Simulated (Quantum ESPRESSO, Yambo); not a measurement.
# Quasiparticle gap of PtSe2 (1T monolayer) in Yambo, part 2 of 3

Wanted: ground state, empty states, screening and self-energy for PtSe2 (1T monolayer).

Quantum ESPRESSO 7.5 and Yambo 5.3.0; PBE and many-body steps on it, plane waves. Known limits of the many-body steps: not at the basis limit; no spin polarisation; d states lean on the start; no spin-orbit coupling.

So far. Step 3 (Ground state): The gap is indirect, with the least direct gap 0.10 eV higher.

## 4. Bands along the symmetry lines

Level of this step: DFT, PBE, plane waves, norm-conserving pseudopotentials (Quantum ESPRESSO).

The cheap functional maps the bands first; the places of the edges decide which points the dearer methods must see.

Input file pw.in:

```
&control
  calculation = 'bands'
  prefix = 'x'
  outdir = 'o'
  pseudo_dir = 'pseudo'
/
&system
  ibrav = 0
  nat = 3
  ntyp = 2
  ecutwfc = 104.0
  nbnd = 39
  force_symmorphic = .true.
/
&electrons
  conv_thr = 1e-9
  electron_maxstep = 80
  diago_full_acc = .true.
  diago_thr_init = 5e-6
/
ATOMIC_SPECIES
  Pt 195.08 Pt.upf
  Se 78.971 Se.upf
CELL_PARAMETERS angstrom
  3.7512086967 -0.0000000002 0.0000000000
  -1.8756043482 3.2486420263 0.0000000000
  0.0000000000 0.0000000000 15.0000000000
ATOMIC_POSITIONS crystal
  Pt 0.0000000000 0.0000000000 0.5000000000
  Se 0.3333333333 0.6666666667 0.5869754134
  Se 0.6666666667 0.3333333333 0.4130245866
K_POINTS crystal
  25
  0.00000000 0.00000000 0.00000000 1
  0.06250000 0.00000000 0.00000000 1
  0.12500000 0.00000000 0.00000000 1
  0.18750000 0.00000000 0.00000000 1
  0.25000000 0.00000000 0.00000000 1
  0.31250000 0.00000000 0.00000000 1
  0.37500000 0.00000000 0.00000000 1
  0.43750000 0.00000000 0.00000000 1
  0.50000000 0.00000000 0.00000000 1
  0.47916667 0.04166667 0.00000000 1
  0.45833333 0.08333333 0.00000000 1
  0.43750000 0.12500000 0.00000000 1
  0.41666666 0.16666666 0.00000000 1
  0.39583333 0.20833333 0.00000000 1
  0.37500000 0.25000000 0.00000000 1
  0.35416666 0.29166666 0.00000000 1
  0.33333333 0.33333333 0.00000000 1
  0.29166666 0.29166666 0.00000000 1
  0.25000000 0.25000000 0.00000000 1
  0.20833333 0.20833333 0.00000000 1
  0.16666666 0.16666666 0.00000000 1
  0.12500000 0.12500000 0.00000000 1
  0.08333333 0.08333333 0.00000000 1
  0.04166667 0.04166667 0.00000000 1
  0.00000000 0.00000000 0.00000000 1
```

Launch:

```
$ OMP_NUM_THREADS=1 mpirun -n 8 pw.x -nk 8 -in pw.in > pw.out
```

The log of the run:

```text
[banner, memory and clock lines left out]
Program PWSCF v.7.5 starts

     Atomic positions and unit cell read from directory:
     o/x.save/

     Message from routine setup:
     using ibrav=0 with symmetry is DISCOURAGED, use correct ibrav instead

     G-vector sticks info

     bravais-lattice index     =            0
     lattice parameter (alat)  =       7.0888  a.u.
     unit-cell volume          =    1233.5619 (a.u.)^3
     number of atoms/cell      =            3
     number of atomic types    =            2
     number of electrons       =        66.00
     number of Kohn-Sham states=           39
     kinetic-energy cutoff     =     104.0000  Ry
     charge density cutoff     =     416.0000  Ry
     Exchange-correlation= PBE
                           (   1   4   3   4   0   0   0)

     celldm(1)=   7.088757  celldm(2)=   0.000000  celldm(3)=   0.000000
     celldm(4)=   0.000000  celldm(5)=   0.000000  celldm(6)=   0.000000

     crystal axes: (cart. coord. in units of alat)
               a(1) = (   1.000000  -0.000000   0.000000 )
               a(2) = (  -0.500000   0.866025   0.000000 )
               a(3) = (   0.000000   0.000000   3.998711 )

     reciprocal axes: (cart. coord. in units 2 pi/alat)
               b(1) = (  1.000000  0.577350 -0.000000 )
               b(2) = (  0.000000  1.154701 -0.000000 )
               b(3) = ( -0.000000 -0.000000  0.250081 )
     Pseudo is Norm-conserving + core correction, Zval = 18.0
     Generated using ONCVPSP code by D. R. Hamann
     Using radial grid of 1374 points,  8 beta functions with:
     Pseudo is Norm-conserving + core correction, Zval = 24.0
     Generated using ONCVPSP code by D. R. Hamann
     Using radial grid of 1214 points,  6 beta functions with:
     Pt               18.00   195.08000     Pt( 1.00)
     Se               24.00    78.97100     Se( 1.00)

     12 Sym. Ops., with inversion, found

   Cartesian axes

     site n.     atom                  positions (alat units)
         1        Pt     tau(   1) = (   0.0000000   0.0000000   1.9993556  )
         2        Se     tau(   2) = (  -0.0000000   0.5773503   2.3471451  )
         3        Se     tau(   3) = (   0.5000000   0.2886751   1.6515660  )

     number of k points=    25
                       cart. coord. in units 2pi/alat
        k(    1) = (   0.0000000   0.0000000   0.0000000), wk =   0.0800000
        k(    2) = (   0.0625000   0.0360844   0.0000000), wk =   0.0800000
        k(    3) = (   0.1250000   0.0721688   0.0000000), wk =   0.0800000
[...]
[... 13 further rows ...]
        k(   24) = (   0.0416667   0.0721688   0.0000000), wk =   0.0800000
        k(   25) = (   0.0000000   0.0000000   0.0000000), wk =   0.0800000

     Dense  grid:   176333 G-vectors     FFT dimensions: (  48,  48, 192)

     The potential is recalculated from file :
     o/x.save/charge-density

     Starting wfcs are   36 randomized atomic wfcs +    3 random wfcs

     Band Structure Calculation

     End of band structure calculation

          k = 0.0000 0.0000 0.0000 ( 22125 PWs)   bands (ev):

  -207.1274-207.1274-146.6148-146.6148-146.6148-146.6148-146.5688-146.5688
   -97.9356 -52.0851 -52.0851 -52.0080 -46.7891 -46.7891 -46.7876 -46.7876
   -46.7472 -46.7472 -46.7445 -46.7445 -46.7318 -46.7314 -13.3340 -11.5590
    -4.4339  -4.4339  -4.3839  -2.1850  -2.1850  -0.6046   0.0281   0.5605
     0.5605   3.5221   3.5221   4.9117   5.8462   6.0551   6.2039

          k = 0.0625 0.0361 0.0000 ( 22144 PWs)   bands (ev):

  -207.1274-207.1274-146.6148-146.6148-146.6148-146.6148-146.5688-146.5688
[...]
0.5638   3.2298   3.4571   5.0396   5.9320   6.1684   6.4605

          k = 0.1250 0.0722 0.0000 ( 22166 PWs)   bands (ev):

  -207.1274-207.1274-146.6148-146.6148-146.6148-146.6148-146.5688-146.5688
[...]
0.5453   2.6226   3.3100   5.3428   6.1055   6.4906   6.9189

[...]
k = 0.0417 0.0722 0.0000 ( 22163 PWs)   bands (ev):

  -207.1274-207.1274-146.6148-146.6148-146.6148-146.6148-146.5688-146.5688
[...]
0.5641   3.1560   3.4257   5.0791   5.9544   6.2060   6.5397

          k = 0.0000 0.0000 0.0000 ( 22125 PWs)   bands (ev):

  -207.1274-207.1274-146.6148-146.6148-146.6148-146.6148-146.5688-146.5688
[...]
-46.7472 -46.7472 -46.7445 -46.7445 -46.7318 -46.7314 -13.3340 -11.5590
    -4.4339  -4.4339  -4.3839  -2.1850  -2.1850  -0.6046   0.0281   0.5605
     0.5605   3.5221   3.5221   4.9117   5.8462   6.0551   6.2039

     XML data file, pseudopotentials, collected wavefunctions
```

Wall time 14 s (8 MPI ranks of Arm Neoverse V2, shared host); peak memory 1.5 GiB; 1.9 min of CPU time.

This step gave:

* gap: 1.408 eV
* k of the valence top: 0.0417, 0.0417, 0
* k of the conduction bottom: 0.25, 0, 0
* least direct gap: 1.577 eV

The gap is 1.408 eV, +0.012 eV from the run before at this level.

The electronic bands at the labelled points (eV, zero at the top of the highest filled band):

```
  point  band 30  band 31  band 32  band 33  band 34  band 35  band 36  band 37
      Γ    -1.17    -0.54     0.00     0.00     2.96     2.96     4.35     5.28
halfway    -2.14    -0.55    -0.35    -0.17     1.41     2.56     5.44     5.67
      M    -2.22    -1.89    -1.80    -1.33     2.39     2.72     4.73     6.23
halfway    -2.28    -2.20    -1.15    -0.93     1.98     2.24     5.48     7.29
      K    -2.44    -2.14    -0.93    -0.93     1.83     1.83     6.11     8.15
halfway    -2.17    -0.82    -0.66     0.00     1.80     1.84     5.88     6.23
      Γ    -1.17    -0.54     0.00     0.00     2.96     2.96     4.35     5.28
```

## 5. Empty states on the mesh, 6×6×1 mesh, 101 bands

The sums over transitions need many empty states on a uniform mesh; this step solves for them.

Input file pw.in:

```
&control
  calculation = 'nscf'
  prefix = 'x'
  outdir = 'o'
  pseudo_dir = 'pseudo'
/
&system
  ibrav = 0
  nat = 3
  ntyp = 2
  ecutwfc = 104.0
  nbnd = 101
  force_symmorphic = .true.
/
&electrons
  conv_thr = 1e-9
  electron_maxstep = 80
  diago_full_acc = .true.
  diago_thr_init = 5e-6
/
ATOMIC_SPECIES
  Pt 195.08 Pt.upf
  Se 78.971 Se.upf
CELL_PARAMETERS angstrom
  3.7512086967 -0.0000000002 0.0000000000
  -1.8756043482 3.2486420263 0.0000000000
  0.0000000000 0.0000000000 15.0000000000
ATOMIC_POSITIONS crystal
  Pt 0.0000000000 0.0000000000 0.5000000000
  Se 0.3333333333 0.6666666667 0.5869754134
  Se 0.6666666667 0.3333333333 0.4130245866
K_POINTS automatic
  6 6 1 0 0 0
```

Launch:

```
$ OMP_NUM_THREADS=1 mpirun -n 8 pw.x -nk 4 -in pw.in > pw.out
```

The log of the run:

```text
[banner, memory and clock lines left out]
Program PWSCF v.7.5 starts

     Atomic positions and unit cell read from directory:
     o/x.save/

     Message from routine setup:
     using ibrav=0 with symmetry is DISCOURAGED, use correct ibrav instead

     bravais-lattice index     =            0
     lattice parameter (alat)  =       7.0888  a.u.
     unit-cell volume          =    1233.5619 (a.u.)^3
     number of atoms/cell      =            3
     number of atomic types    =            2
     number of electrons       =        66.00
     number of Kohn-Sham states=          101
     kinetic-energy cutoff     =     104.0000  Ry
     charge density cutoff     =     416.0000  Ry
     Exchange-correlation= PBE
                           (   1   4   3   4   0   0   0)

     celldm(1)=   7.088757  celldm(2)=   0.000000  celldm(3)=   0.000000
     celldm(4)=   0.000000  celldm(5)=   0.000000  celldm(6)=   0.000000

     crystal axes: (cart. coord. in units of alat)
               a(1) = (   1.000000  -0.000000   0.000000 )
               a(2) = (  -0.500000   0.866025   0.000000 )
               a(3) = (   0.000000   0.000000   3.998711 )

     reciprocal axes: (cart. coord. in units 2 pi/alat)
               b(1) = (  1.000000  0.577350 -0.000000 )
               b(2) = (  0.000000  1.154701 -0.000000 )
               b(3) = ( -0.000000 -0.000000  0.250081 )
     Pseudo is Norm-conserving + core correction, Zval = 18.0
     Generated using ONCVPSP code by D. R. Hamann
     Using radial grid of 1374 points,  8 beta functions with:
     Pseudo is Norm-conserving + core correction, Zval = 24.0
     Generated using ONCVPSP code by D. R. Hamann
     Using radial grid of 1214 points,  6 beta functions with:
     Pt               18.00   195.08000     Pt( 1.00)
     Se               24.00    78.97100     Se( 1.00)

     12 Sym. Ops., with inversion, found

   Cartesian axes

     site n.     atom                  positions (alat units)
         1        Pt     tau(   1) = (   0.0000000   0.0000000   1.9993556  )
         2        Se     tau(   2) = (  -0.0000000   0.5773503   2.3471451  )
         3        Se     tau(   3) = (   0.5000000   0.2886751   1.6515660  )

     number of k points=     7
                       cart. coord. in units 2pi/alat
        k(    1) = (   0.0000000   0.0000000   0.0000000), wk =   0.0555556
        k(    2) = (   0.0000000   0.1924501   0.0000000), wk =   0.3333333
        k(    3) = (   0.0000000   0.3849002   0.0000000), wk =   0.3333333
        k(    4) = (  -0.0000000  -0.5773503   0.0000000), wk =   0.1666667
        k(    5) = (   0.1666667   0.2886751   0.0000000), wk =   0.3333333
        k(    6) = (   0.1666667   0.4811252   0.0000000), wk =   0.6666667
        k(    7) = (   0.3333333   0.5773503   0.0000000), wk =   0.1111111

     Dense  grid:   176333 G-vectors     FFT dimensions: (  48,  48, 192)

     The potential is recalculated from file :
     o/x.save/charge-density

     Starting wfcs are   36 randomized atomic wfcs +   65 random wfcs

     Band Structure Calculation

     End of band structure calculation

          k = 0.0000 0.0000 0.0000 ( 22125 PWs)   bands (ev):

  -207.1274-207.1274-146.6148-146.6148-146.6148-146.6148-146.5688-146.5688
   -97.9356 -52.0851 -52.0851 -52.0080 -46.7891 -46.7891 -46.7876 -46.7876
   -46.7472 -46.7472 -46.7445 -46.7445 -46.7318 -46.7314 -13.3340 -11.5590
    -4.4339  -4.4339  -4.3839  -2.1850  -2.1850  -0.6046   0.0281   0.5605
[...]
29.8564  30.1309  30.1941  30.6221  30.6221

          k = 0.0000 0.1925 0.0000 ( 22126 PWs)   bands (ev):

  -207.1274-207.1274-146.6148-146.6148-146.6148-146.6148-146.5688-146.5688
[...]
28.9512  29.0329  29.2556  29.8593  29.8830

          k = 0.0000 0.3849 0.0000 ( 22140 PWs)   bands (ev):

  -207.1274-207.1274-146.6148-146.6148-146.6148-146.6148-146.5688-146.5688
[...]
25.5593  25.8582  26.0169  26.2926  26.4703  26.9908  27.2410  27.5456
    27.5703  27.8950  28.1847  28.5302  28.9514  29.6088  29.8358  29.9939
    30.6169  30.7846  30.8594  30.9232  31.2443

          k =-0.0000-0.5774 0.0000 ( 21988 PWs)   bands (ev):

     [... further k-points ...]

     highest occupied, lowest unoccupied level (ev):     0.5608    2.2323

     XML data file, pseudopotentials, collected wavefunctions
```

Wall time 20 s (8 MPI ranks); peak memory 1.3 GiB; 2.6 min of CPU time.

Numbers from this step:

| Quantity | Value |
| --- | --- |
| gap | 1.671 eV |
| k of the valence top | 0.1667, 0.1667, 0 |
| k of the conduction bottom | 0, 0.1667, 0 |
| least direct gap | 1.743 eV |
| k points computed | 7 |
| lowest point of the top converged band, above the valence top | 29.32 eV |

On this mesh the gap is 1.671 eV. The earlier step found 1.396 eV, so this mesh misses an edge.

## 6. Conversion and set-up

This step: Yambo 5.3.0; conversion and set-up on PBE, plane waves, norm-conserving pseudopotentials.

The states are converted to the many-body program's format and the q mesh is built.

Launch:

```
$ (cd o/x.save; p2y > p2y.log; mv SAVE ../..); yambo > setup.log
```

The log of the run:

```text
 Yambo, version 5.3.0

 [02] CORE Variables Setup
 =========================

  [02.01] Unit cells
  ==================

  Cell kind             :  HCP
  Atoms in the cell     :  Pt  Se
  number of Pt atoms    :  1
  number of Se atoms    :  2

  List of atomic masses
  Mass of Pt    :  195.0800
  Mass of Se    :  78.97100

  List of atomic coordinates    : [cc]
  Pt1       :   0.00000   0.00000  14.17295  order 1
  Se1       : -0.16547E-09   4.0927       16.638      order 2
  Se2       :   3.54438   2.04635  11.70755  order 3

  Alat factors          :   7.08876   6.13904  28.34589 [a.u.]
  Direct lattice volume :   1233.56    [a.u.]
  Direct lattice vectors:  A[ 1 ]  A[ 2 ]  A[ 3 ]
   A[ 1 ]:   1.0000     -0.61564E-10   0.0000      [iru]
    7.0888     -0.37795E-09   0.0000      [cc]
   A[ 2 ]: -0.500000  1.000000  0.000000  [iru]
  -3.544379  6.139044  0.000000  [cc]
   A[ 3 ]:  0.000000  0.000000  1.000000  [iru]
    0.00000   0.00000  28.34589  [cc]

  Recip. lattice volume :  0.201085 [a.u.]
  Recip. lattice vectors:  B[ 1 ]  B[ 2 ]  B[ 3 ]
   B[ 1 ]:  1.000000  0.500000  0.000000  [iku]
   0.886359  0.511740 -0.000000  [cc]
   B[ 2 ]:  0.61564E-10   1.0000       0.0000      [iku]
   0.54568E-10   1.0235      -0.0000      [cc]
   B[ 3 ]:  0.000000  0.000000  1.000000  [iku]
  -0.000000 -0.000000  0.221661  [cc]

  [02.02] Symmetries
  ==================

  Inversion symmetry    : yes
  Spatial inversion     : yes
  Inversion index       :   7
  K-space Time-reversal : no
  Magnetic symmetries   : no
  Group table correct   : yes
  Symmetries units      :  [cc]

   [S  1]:   1.0000     -0.24280E-26   0.0000     -0.16580E-16   1.0000       0.0000       0.0000       0.0000       1.0000
   [S  2]:   1.0000     -0.10663E-09   0.0000     -0.92346E-10  -1.0000       0.0000       0.0000       0.0000      -1.0000
   [S  3]: -0.500000  0.866025  0.000000 -0.866025 -0.500000  0.000000  0.000000  0.000000  1.000000
[...]
[S 11]:  0.500000  0.866025  0.000000  0.866025 -0.500000  0.000000  0.000000  0.000000  1.000000
   [S 12]:  0.500000 -0.866025  0.000000 -0.866025 -0.500000  0.000000  0.000000  0.000000  1.000000

  [02.03] Reciprocal space
  ========================

  nG shells         :   7736
  nG charge         :  176333
  nG WFs            :  25883
  nC WFs            :  22140
  G-vecs. in first 80 shells:  [ Number ]
     1    3    5    7    9   15   27   29   41
    53   55   67   79   81   93   99  101  113
   125  137  149  161  163  169  181  193  205
[...]
787   811   823   835   847   871   883   889
  ...
  Shell energy in first 80 shells:  [ mHa ]
[...]
4543.85      4550.69      4551.71      4675.55      4713.80      4738.36      4812.06      4815.10      4870.06
    4934.90      5067.61      5106.87      5108.89      5238.56      5327.97      5338.86      5527.54      5598.20
[...]
K/Q-points units:
  rlu = crystal or reduced units; cc = cartesian coordinates; iku = interal k-units

  K [1]          [rlu]:  0.000000  0.000000  0.000000
         WF components:  22125
  K [2]          [rlu]:  0.41404E-26  0.16667       0.0000
         WF components:  22126
  K [3]          [rlu]: -0.14126E-26  0.33333       0.0000
         WF components:  22140
  K [4]          [rlu]:  0.21729E-26 -0.50000       0.0000
         WF components:  21988
  K [5]          [rlu]:  0.166667  0.166667  0.000000
         WF components:  22093
  K [6]          [rlu]:  0.166667  0.333333  0.000000
         WF components:  22052
  K [7]          [rlu]:  0.333333  0.333333  0.000000
         WF components:  22038

  [02.05] Energies & Occupations
  ==============================

  [X] === General ===
  [X] Electronic Temperature                        :  0.000000  0.000000 [eV K]
  [X] Bosonic    Temperature                        :  0.000000  0.000000 [eV K]
  [X] Finite Temperature mode                       : no
  [X] El. density                                   :  0.36106E+24 [cm-3]
  [X] Fermi Level                                   :  0.560801 [eV]

  [X] === Gaps and Widths ===
  [X] Conduction Band Min                           :  1.671470 [eV]
  [X] Valence Band Max                              :  0.000000 [eV]
  [X] Filled Bands                                  :   33
  [X] Empty Bands                                   :   34  101
  [X] Direct Gap                                    :  1.742775 [eV]
  [X] Direct Gap localized at k                     :  2
  [X] Indirect Gap                                  :  1.671470 [eV]
  [X] Indirect Gap between kpts                     :   5   2
  [X] Last valence band width                       :  1.322094 [eV]
  [X] 1st conduction band width                     :  1.289814 [eV]

  E @ K [1]:  [eV]
  -207.6882 -207.6882 -147.1756 -147.1756 -147.1756 -147.1756 -147.1296 -147.1295
[...]
occ @ K [1]
[...]
E @ K [2]:  [eV]
[...]
occ @ K [2]
[...]
E @ K [3]:  [eV]
[...]
occ @ K [3]
[...]
E @ K [4]:  [eV]
[...]
occ @ K [4]
[...]
E @ K [5]:  [eV]
[...]
occ @ K [5]
[...]
E @ K [6]:  [eV]
[...]
occ @ K [6]
[...]
E @ K [7]:  [eV]
[...]
occ @ K [7]
[...]
0.000000  0.000000  0.000000  0.000000  0.000000  0.000000  0.000000  0.000000
   0.000000  0.000000  0.000000  0.000000  0.000000  0.000000  0.000000  0.000000

 [03] Transferred momenta grid and indexing
 ==========================================

 IBZ Q-points                                      :   7
 BZ  Q-points                                      :   36

 K/Q-points units:
 rlu = crystal or reduced units; cc = cartesian coordinates; iku = interal k-units

 Q [1]          [rlu]:  0.000000  0.000000  0.000000
 Q [2]          [rlu]: -0.31909E-17  0.16667       0.0000
 Q [3]          [rlu]: -0.63818E-17  0.33333       0.0000
 Q [4]          [rlu]:  0.95727E-17 -0.50000       0.0000
 Q [5]          [rlu]:  0.166667  0.166667  0.000000
 Q [6]          [rlu]:  0.166667  0.333333  0.000000
 Q [7]          [rlu]:  0.333333  0.333333  0.000000

  [03.01] X indexes
  =================

   [03.01.01] Sigma indexes
   ========================

 [06] Game Over & Game summary
```

It took 3.4 s on 1 MPI rank; peak memory 0.27 GiB.

(Part 2 of 3 ends here.)

[Paths, hosts, dates, memory and timing lines, banners, echoed tables and standing remarks are left out of the program output.]

[Logs are printed without paths, hosts, clocks, repeated set-up lines and the standing remarks that a program may print on its own settings, such as how far it seeks lower states.]

[Runs of the session that timed out or met a known fault of the program may be left out.]

[Hosts, paths, dates, database ids (printed as entryN), source tags and the programs' standing remarks are cut or masked in the printed files.]
